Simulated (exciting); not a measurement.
Two BSE runs for the K K edge of K2TiF6, space group P-3m1. Run A: exciting, all-electron LAPW+lo, LDA, exchange and screened direct term (singlet BSE), 2×2×3 shifted k points, 59 conduction bands, |G+q| up to 3 bohr⁻¹, full RPA screening with nempty = 94, Lorentzian half width 0.45 eV. Run B differs in one setting: k mesh, kernel cutoff, basis, band set, screening or width.

Energy from the Kohn–Sham onset, core level to the lowest empty state found on the meshes used; one zero for both, scaled to A's maximum:

| E (eV) | A | B |
| --- | --- | --- |
| -4.0 | 0.01 | 0.01 |
| -3.5 | 0.01 | 0.01 |
| -3.0 | 0.02 | 0.01 |
| -2.5 | 0.02 | 0.02 |
| -2.0 | 0.03 | 0.02 |
| -1.5 | 0.04 | 0.03 |
| -1.0 | 0.04 | 0.04 |
| -0.5 | 0.05 | 0.04 |
| 0.0 | 0.06 | 0.04 |
| 0.5 | 0.09 | 0.07 |
| 1.0 | 0.16 | 0.12 |
| 1.5 | 0.21 | 0.17 |
| 2.0 | 0.22 | 0.17 |
| 2.5 | 0.38 | 0.27 |
| 3.0 | 0.63 | 0.43 |
| 3.5 | 0.89 | 0.68 |
| 4.0 | 1.00 | 0.85 |
| 4.5 | 0.86 | 0.92 |
| 5.0 | 0.67 | 0.75 |
| 5.5 | 0.54 | 0.62 |
| 6.0 | 0.43 | 0.49 |
| 6.5 | 0.42 | 0.44 |
| 7.0 | 0.54 | 0.54 |
| 7.5 | 0.73 | 0.71 |
| 8.0 | 0.86 | 0.91 |
| 8.5 | 0.63 | 0.73 |
| 9.0 | 0.48 | 0.55 |
| 9.5 | 0.47 | 0.52 |
| 10.0 | 0.35 | 0.42 |
| 10.5 | 0.27 | 0.31 |
| 11.0 | 0.25 | 0.28 |
| 11.5 | 0.26 | 0.27 |
| 12.0 | 0.26 | 0.27 |
| 12.5 | 0.22 | 0.24 |
| 13.0 | 0.17 | 0.19 |
| 13.5 | 0.14 | 0.15 |
| 14.0 | 0.13 | 0.14 |
| 14.5 | 0.15 | 0.15 |
| 15.0 | 0.13 | 0.14 |
| 15.5 | 0.14 | 0.14 |
| 16.0 | 0.14 | 0.14 |
| 16.5 | 0.17 | 0.16 |
| 17.0 | 0.19 | 0.19 |
| 17.5 | 0.16 | 0.17 |
| 18.0 | 0.15 | 0.15 |
| 18.5 | 0.20 | 0.20 |
| 19.0 | 0.24 | 0.25 |
| 19.5 | 0.25 | 0.26 |
| 20.0 | 0.23 | 0.24 |
| 20.5 | 0.21 | 0.22 |
| 21.0 | 0.16 | 0.18 |
| 21.5 | 0.13 | 0.14 |
| 22.0 | 0.13 | 0.13 |
| 22.5 | 0.15 | 0.15 |
| 23.0 | 0.14 | 0.15 |
| 23.5 | 0.14 | 0.14 |
| 24.0 | 0.16 | 0.16 |

**Question.** Which is the likeliest?

The cutoff of the kernels (bohr⁻¹) from 3 to 1.5. Against run A the r.m.s. difference is 15 %. Moving the earlier curve by +0.3 eV leaves 9 %. The highest maximum lies at 4.3 eV (0.94), against 4.0 eV (1.00). The first bright state moves from 1.24 to 1.45 eV. The kernels miss the short-range part of the Coulomb interaction, its components above their cutoff. Other settings could leave a like mark; this is the change that was made.

[Hosts, paths, dates, database ids (printed as entryN), source tags and the programs' standing remarks are cut or masked in the printed files.]
